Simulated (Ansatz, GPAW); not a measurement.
# A 5-layer slab of Nb(111): simulated STM images, part 2 of 3

Aim: Tersoff-Hamann images of a 5-layer slab of Nb(111) at several biases.

GPAW 26.7.0 and Ansatz 0.2.0; GPAW, PAW setups; slab in vacuum (the session's first sound run).

So far, dipole along the normal (e·Å): step 2 (relaxing the atoms) -0.0178; step 3 (bands at fixed density, height 4 Å, STM [-0.5, 0.5] V) -0.0176.

### 4. A second plane-wave code

A second program with its own datasets checks the number independently.

This step: Ansatz plane waves; slab in vacuum with a dipole correction (Ansatz 0.2.0).

Input file input.yaml:

```yaml
crystal:
  lattice:
    - [4.6669047558, 0.0, 0.0]
    - [2.3334523779, 4.0416580756, 0.0]
    - [0.0, 0.0, 17.8105117767]
  atoms:
    - { symbol: Nb, position: [0.6666654889, 0.6666669841, 0.3930263256] }
    - { symbol: Nb, position: [0.0, 0.0, 0.4465132782] }
    - { symbol: Nb, position: [0.3333327444, 0.333333492, 0.4911398715] }
    - { symbol: Nb, position: [0.6666654889, 0.6666669841, 0.5371255005] }
    - { symbol: Nb, position: [0.0, 0.0, 0.5855818345] }
kpoints:
  mp_grid: { grid: [8, 8, 1] }
hamiltonian:
  xc: pbe
scf:
  occupations: { method: fermi_dirac, width: 0.1 }
efield:
  axis: 3
  dipole_correction: true
  ramp_width: 0.05
output:
  forces: true
  band_densities: [{ e_range: [-0.5, 0] }, { e_range: [0, 0.5] }]
  write_potential: true
  write_density: true
  volumetric_format: npy
```

On the command line:

```bash
ansatz run input.yaml --threads 4 --pin off --max-ram 8192MiB --backend cpu --events-out ev --progress --plain --runs-dir out
```

Numbers of over 12 decimals in the logs are rounded to 6 here.

The log of the run:

```text
Warning: the atoms were moved onto the symmetric positions of the space group found under crystal.symmetry.tolerance 1.0e-5 (fractional; no operation is sought that the atoms, as they stand in a round, miss by more than twice it, and no atom is moved by as much as it), and the run uses the moved positions. Before a round's move an operation carried an atom to 4.76e-6 Å from where it should land, the largest such dist [...]
Engine: ansatz 0.2.0, x86_64-unknown-linux-gnu
Pseudopotentials: kind: paw
Pseudopotential: Nb, paw, valence charge 13, recommended cutoff 420 eV (normal), Nb.paw.azcp
Functional definition: PBE
  parameter kappa = 0.804
  parameter beta = 0.066725
  exchange = pbe_x(kappa = kappa, mu = beta*pi^2/3)
  correlation = pbe_c(beta = beta)
Crystal: 5 atoms, lattice volume = 335.942 Å³
Basis set: ecut = 420 eV, 6569 PW (Γ), exchange–correlation on 64×64×240 points (8 copies of the dense FFT grid, shifted against one another)
Bands: 39, of which v1, the nominal top of the filled ones, is band 33 counted from 1 (32 counted from 0)
Symmetry: 6 space group operations
Space group: P3m1 (ITA 156), of the structure as read, at distance tolerance 7.0e-5 Å
k-points: 10 of 64 (time reversal used)
Non-local potential: Nb, projectors of the file, l = 0: 3, l = 1: 2, l = 2: 2, l = 3: 1
PAW form: soft (Blöchl's): semilocal exchange-correlation on the pseudo side does not see the compensation charge
PAW one-centre angular grid: Nb, 590 points (default); XC on 64 Gauss nodes
Initial density: superposition of atomic densities (neutral atoms: chi_scale 0, normalization atom), corrected by the library's trained network
Initial wavefunctions: pseudopotential atomic-orbital guess
Functional: x = pbe(κ = 0.804, μ = 0.219515), c = pbe(β = 0.066725)
SCF iter   1: F=—  HF=-22755.830728 eV  |F-HF|=—  |Δ(HF+E_count)|=         —  Δρ=4.73e-3  dr2=1.02e-1  ethr=1.77e-3  p=-0.013 e·Å  D=-7.12e-3 V/Å  ΔV_dip=0.13 eV  dr2_dipole=7.15e-5  V_vac-E_F(+/−)=3.70/3.57 eV  ⟨swp⟩=8.9  Hψ=1899  notcnv=0
efield: sawtooth ramp at fractional position 0.9643 (placed from the atoms, in the widest stretch of the axis that holds none; the zero of the levels goes with the place), width 0.0500; the density the first Hamiltonian is built on has a dipole p = -0.013 e·Å; the dipole correction subtracts the counter field D = -7.12e-3 V/Å, which shifts the + side's vacuum level by +0.13 eV against the − side's; the planar-averaged density in the ramp window peaks in size at 4.8e-5 e/Å³
preconditioner: auto → LDOS  [metal: Δε(μ)=0.139 eV  Ē_g=2.842 eV  σ=0.100 eV  W_gap=0.32  n_scr=52 (ndim 8)  ℏωp=10.1 eV  f_vac=0.609  D(μ)=4.84/eV (n_scr^D=26)  β→1.0]
SCF iter   2: F=—  HF=-22755.840257 eV  |F-HF|=—  |Δ(HF+E_count)|=   9.53e-3  Δρ=2.31e-3  dr2=4.75e-2  ethr=1.57e-4  p=-0.016 e·Å  D=-8.81e-3 V/Å  ΔV_dip=0.16 eV  dr2_dipole=5.49e-4  V_vac-E_F(+/−)=3.64/3.48 eV  ⟨swp⟩=2.1  Hψ=667  notcnv=0
SCF iter   3: F=—  HF=-22755.837184 eV  |F-HF|=—  |Δ(HF+E_count)|=   3.07e-3  Δρ=8.51e-4  dr2=6.62e-3  ethr=7.31e-5  p=-0.017 e·Å  D=-9.32e-3 V/Å  ΔV_dip=0.17 eV  dr2_dipole=2.46e-4  V_vac-E_F(+/−)=3.71/3.54 eV  ⟨swp⟩=2.1  Hψ=527  notcnv=0
SCF iter   4: F=—  HF=-22755.837023 eV  |F-HF|=—  |Δ(HF+E_count)|=   1.60e-4  Δρ=2.56e-4  dr2=4.49e-4  ethr=1.02e-5  p=-0.017 e·Å  D=-9.09e-3 V/Å  ΔV_dip=0.16 eV  dr2_dipole=3.67e-5  V_vac-E_F(+/−)=3.71/3.55 eV  ⟨swp⟩=2.0  Hψ=517  notcnv=0
SCF iter   5: F=—  HF=-22755.836986 eV  |F-HF|=—  |Δ(HF+E_count)|=   3.72e-5  Δρ=7.72e-5  dr2=2.93e-5  ethr=6.90e-7  p=-0.018 e·Å  D=-9.45e-3 V/Å  ΔV_dip=0.17 eV  dr2_dipole=2.00e-6  V_vac-E_F(+/−)=3.72/3.55 eV  ⟨swp⟩=2.1  Hψ=555  notcnv=0
SCF iter   6: F=—  HF=-22755.837162 eV  |F-HF|=—  |Δ(HF+E_count)|=   1.76e-4  Δρ=2.43e-5  dr2=6.02e-6  ethr=4.51e-8  p=-0.018 e·Å  D=-9.43e-3 V/Å  ΔV_dip=0.17 eV  dr2_dipole=9.43e-7  V_vac-E_F(+/−)=3.72/3.55 eV  ⟨swp⟩=2.1  Hψ=666  notcnv=0
SCF iter   7: F=—  HF=-22755.837162 eV  |F-HF|=—  |Δ(HF+E_count)|=   2.79e-7  Δρ=9.13e-6  dr2=7.83e-7  ethr=9.26e-9  p=-0.018 e·Å  D=-9.48e-3 V/Å  ΔV_dip=0.17 eV  dr2_dipole=9.72e-8  V_vac-E_F(+/−)=3.72/3.55 eV  ⟨swp⟩=2.0  Hψ=521  notcnv=0
SCF iter   8: F=-22755.837162 eV  HF=-22755.837162 eV  |F-HF|=3.68e-8  |Δ(HF+E_count)|=   8.62e-8  Δρ=3.01e-6  dr2=7.06e-8  ethr=1.54e-10  p=-0.018 e·Å  D=-9.48e-3 V/Å  ΔV_dip=0.17 eV  dr2_dipole=5.19e-9  V_vac-E_F(+/−)=3.72/3.55 eV  ⟨swp⟩=12.3  Hψ=3427  notcnv=0
SCF 1 converged in 8 iterations: F = -22755.837162 eV  dr2 = 7.06e-8
  greatest PAW one-centre occupation: 0.998 electrons in one spin orbital (limit 2), on the Nb atom at site 2 (counted from 0), in its partial waves of l = 0
NSCF: frozen V_eff on 2 k-points
efield: sawtooth ramp at fractional position 0.9643 (kept from the solve that this one continues, or follows in the run), width 0.0500; the density the first Hamiltonian is built on has a dipole p = -0.018 e·Å; the dipole correction subtracts the counter field D = -9.48e-3 V/Å, which shifts the + side's vacuum level by +0.17 eV against the − side's; the planar-averaged density in the ramp window peaks in size at 2.1e-6 e/Å³
WARN: The output density's exchange-correlation potential varies sharply where the density is thin. Do not read a vacuum level from v_tot or v_xc, or from such a field of the output density. On a cell that repeats whose density bears no net charge and no dipole along the vacuum's axis use v_es (v_loc + v_h of the components); under efield.dipole_correction with no amplitude use v_es + v_field, which holds any externa [...]
SCF converged after 8 iterations
Free energy (F): -22755.837162 eV
Harris-Foulkes:  -22755.837162 eV  (|F-HF|=3.68e-8)
Internal energy: -22755.669662 eV  (E = F + TS)
E sigma→0 (E₀):  -22755.753412 eV
Entropy (-TS):   -0.167500 eV (-33.500 meV/atom)
Fermi energy:    2.246054 eV
Dipole field:    D = -0.009557 V/Å  (p = -0.017744 e·Å, saw-weighted, corrected)
Work function:   Φ+ = 3.7243 eV   Φ− = 3.5541 eV
Levels:          The Fermi level and band energies are counted from a zero that moves with the ramp; work functions are not
--- Per-component energies (eV) ---
  E_band       = -1352.558480
  E_kinetic    = 1970.492844
  E_local      = -38037.509948  (includes V_loc(G=0)·N_el)
  E_nonlocal   = 607.559938
  E_hartree    = 17852.615794
  E_xc         = -872.104225
  E_vxc        = -1057.132168  (∫ρ·V_xc dr)
  E_paw        = -15369.203071  (= ΣΔE_a)
  E_vpaw       = -541.195394  (= ΣTr[D̂ρ^β])
  E_aug_tail   = 0.000033  (compensation charges beyond the density's cutoff)
  E_efield     = 0.000085  (sawtooth field / dipole correction)
  E_vefield    = 0.015364  (∫n·V_field dr)
  E_ewald      = 11092.478887
  E_smearing   = -0.167500  (= −TS)
  E_closure    = -0.000000  (closes the sum)
  Σ components = -22755.837162   (vs F -22755.837162, Δ=0.00e0)
--- Forces (eV/Å), atoms counted from 1 ---
  atom   1  Nb     0.00000000    -0.00000000     0.89477557
  atom   2  Nb    -0.00000000     0.00000000    -0.98330635
  atom   3  Nb    -0.00000000     0.00000000    -0.04570280
  atom   4  Nb     0.00000000    -0.00000000     0.05084893
  atom   5  Nb     0.00000000     0.00000000     0.08350741
  max |Σ_I F_I| component: 1.23e-4 eV/Å
--- Band table (eV; the first three rows and the last of 10) ---
  k-point 0: bands = [... 29 lower, 1.3644, 1.6940, 1.6940, 1.7118, 2.3658, 2.3658, 3.1624, 4.3578, ... 2 higher]
  k-point 1: bands = [... 29 lower, 1.4259, 1.7557, 1.8082, 2.0692, 2.4057, 2.5577, 3.3038, 4.1590, ... 2 higher]
  k-point 2: bands = [... 29 lower, 1.4997, 1.7363, 1.7832, 2.5531, 2.5985, 2.8594, 3.7147, 3.8625, ... 2 higher]
  k-point 9: bands = [... 29 lower, 1.7252, 1.8574, 2.1350, 2.3134, 2.4761, 3.0776, 3.1042, 3.4633, ... 2 higher]
--- Band densities, each state counted as filled ---
  window                                       electrons  max residual (eV)  cut levels
  e_range: [-0.5, 0]                            3.468750             3.9e-9           0
  e_range: [0, 0.5]                             2.968750             5.0e-7           0
```

The job ended after 5.1 s (4 threads of Intel Xeon Platinum 8488C (Sapphire Rapids), shared host; peak memory 0.66 GiB; 15 s of CPU time).

Reading the cycles: dr2 is the Hartree energy of the density residual (eV), the measure of convergence; HF is the Harris–Foulkes estimate of the energy, which meets the free energy F at convergence.

Numbers from this step:

| Quantity | Value |
| --- | --- |
| free energy | -22755.8372 eV |
| smearing term TS | 0.1675 eV |
| symmetry operations | 6 |
| upper work function | 3.724 eV |
| lower work function | 3.554 eV |
| dipole along the normal | -0.01774 e·Å |
| dipole field | -0.009557 V/Å |
| vacuum level above | 5.970 eV |
| vacuum level below | 5.800 eV |
| corrugation e range -0.5 0 4 | 0.2208 Å |
| decay e range -0.5 0 | 1.014 Å⁻¹ |
| apparent barrier e range -0.5 0 | 3.920 eV, hbar² kappa² / 2m (holds the in-plane momentum too) |
| corrugation e range 0 0.5 4 | 0.1183 Å |
| decay e range 0 0.5 | 0.9623 Å⁻¹ |
| apparent barrier e range 0 0.5 | 3.528 eV, hbar² kappa² / 2m (holds the in-plane momentum too) |

Electrostatic potential energy of an electron (with the applied field's), less the Fermi level, planar mean against z:

z (Å), electrostatic potential energy of an electron (with the applied field's), less the Fermi level, planar mean (eV) and a bar from the least value:
```
      0.0        3.6 ##############################
      0.5        3.6 ##############################
      1.0        3.6 ##############################
      1.5        3.6 ##############################
      2.0        3.6 ##############################
      2.5        3.6 ##############################
      3.0        3.6 ##############################
      3.5        3.5 ##############################
      4.0        3.5 ##############################
      4.5        3.5 ##############################
      5.0        3.3 #############################
      5.5        2.7 ############################
      6.0        1.0 #########################
      6.5       -4.0 ################
      7.0       -9.1 #######
      7.5      -11.2 ####
      8.0      -12.2 ##
      8.5      -13.3 
      9.0      -13.2 
      9.5      -12.6 #
     10.0      -12.3 ##
     10.5       -9.2 #######
     11.0       -3.2 ##################
     11.5        1.5 ##########################
     12.0        3.0 #############################
     12.5        3.5 ##############################
     13.0        3.6 ##############################
     13.5        3.7 ##############################
     14.0        3.7 ##############################
     14.5        3.7 ##############################
     15.0        3.7 ##############################
     15.5        3.7 ##############################
     16.0        3.7 ##############################
     16.5        3.7 ##############################
     17.0        3.7 ##############################
     17.5        3.7 ##############################
```

Table of valence density, planar mean by z:

```tsv
z (Å)	valence density, planar mean (e/Å³)
2	1.1e-5
3	9.7e-5
4	8.4e-4
5	0.00727
6	0.0761
7	0.630
8	0.795
9	0.846
10	0.774
11	0.294
12	0.0191
13	0.00225
14	2.5e-4
15	2.8e-5
```

E_range_-0.5_0. The planar mean of the window's density by height over the top atom:

```tsv
height over the top atom (Å)	planar mean of the window's density (e/Å³)
1.50	0.00479
1.70	0.00344
1.90	0.00243
2.10	0.00170
2.30	0.00117
2.50	8.1e-4
2.70	5.5e-4
2.90	3.8e-4
3.10	2.6e-4
3.30	1.7e-4
3.50	1.2e-4
3.70	7.8e-5
3.90	5.2e-5
4.10	3.5e-5
4.30	2.3e-5
4.50	1.5e-5
4.70	1.0e-5
4.90	6.6e-6
5.10	4.4e-6
5.30	2.9e-6
5.50	1.9e-6
5.70	1.3e-6
5.90	8.6e-7
6.10	5.9e-7
```

Density over a1 and a2. Constant height 4 Å over the top atom, window e_range_-0.5_0.

Ten even steps from '_' (3.46 × 1e-5 e/Å³) to '@' (5.44 × 1e-5 e/Å³), each cell a mean:
```
@@@@@@@@%%%%##****++====----::::::::::::::----==++****##%%%%@@@@
@@@@@@@@%%%%####**++++====----::::::::::::----====++****##%%%%@@
%%%%%%%%%%%%####****++====------::::::::::------====++****####%%
######%%########****++++====------::::::::::------====++++****##
******************++++======------::::::::::::------======++++**
++++++++++++++++++++======--------::::::::::::::--------======++
========================----------::::::::::::::::::----------==
------------------------------::::::::::::::::::::::::::::------
::::::::::::::::::::::::::::::::::::::::::::::::::::::::::::::::
::::::..................::::::::::::::::::::::::::::::::::::::::
::..............................::::::::::::--------::::::::::::
::........________________........::::::::----------------::::::
::::......____________________......::::::--------------------::
--::::......____________________....::::------==============----
----::::......__________________....::::----======++++++++++====
====----::::....________________....::::----====++++********++++
**++====--::::....______________....::::----==++++******####****
##****++==----::::....__________....::::----==++****############
%%####**++++==--::::......____......::::----==++****##%%%%%%%%%%
@@%%%%##****++==----::::............::::----==++**####%%%%@@@@@@
@@@@@@%%####**++====--::::::........::::----==++****##%%%%@@@@@@
@@@@@@@@%%####**++====--::::::::..::::::----====++**##%%%%@@@@@@
```
Columns: a1 from 0 to 0.969; rows upwards: a2 from 0 to 0.969.

Tip height over the top atom over a1 and a2. Constant current at the density 4.235e-05 e/Å^3, window e_range_-0.5_0.

Ten even steps from '_' (3.89 Å) to '@' (4.11 Å), each cell a mean:
```
@@@@@@@@@@%%%%####**++++==----------------====++****##%%%%@@@@@@
@@@@@@@@@@%%%%####****++====--------------====++++**####%%%%@@@@
%%@@@@@@%%%%%%####****++++====--------------====++++****####%%%%
%%%%%%%%%%%%%%####****++++======--------------====++++****######
################******++++======----------------======++++******
********************++++++======------------------======++++++++
++++++++++++++++++++++==========----------------------==========
============================--------------------------------====
----------------------------------------------------------------
::::::::::::::::::::::::::::::----------------------------------
::::::::................::::::::::----------------------------::
::::::........________........::::::--------==============------
--::::......________________....::::::----====================--
==----::....__________________....::::----====++++++++++++++====
====----::....________________....::::--====++++++********++++++
++++====--::::....______________..::::--====++++******####******
****++++==----::....____________..::::--====++****##############
####****++====--::::....______....::::--====++****####%%%%%%%%%%
%%%%####**++++==----::............::::--====++**####%%%%%%@@@@%%
@@@@%%%%##****++==----::::......::::::--====++**####%%%%@@@@@@@@
@@@@@@%%%%####**++====----::::::::::::--====++****##%%%%@@@@@@@@
@@@@@@@@%%%%####**++++==----::::::::------==++++**####%%@@@@@@@@
```
Columns: a1 from 0 to 0.969; rows upwards: a2 from 0 to 0.969.

E_range_0_0.5. Table of planar mean of the window's density by height over the top atom:

```tsv
height over the top atom (Å)	planar mean of the window's density (e/Å³)
1.50	0.00330
1.70	0.00238
1.90	0.00169
2.10	0.00120
2.30	8.4e-4
2.50	5.9e-4
2.70	4.1e-4
2.90	2.8e-4
3.10	2.0e-4
3.30	1.3e-4
3.50	9.2e-5
3.70	6.3e-5
3.90	4.3e-5
4.10	2.9e-5
4.30	2.0e-5
4.50	1.3e-5
4.70	9.1e-6
4.90	6.1e-6
5.10	4.1e-6
5.30	2.8e-6
5.50	1.9e-6
5.70	1.3e-6
5.90	8.7e-7
6.10	6.1e-7
```

[end of part 2 of 3]

[Logs are printed without paths, hosts, clocks, repeated set-up lines and the standing remarks that a program may print on its own settings, such as how far it seeks lower states.]

[Hosts, paths, dates, database ids (printed as entryN), source tags and the programs' standing remarks are cut or masked in the printed files.]
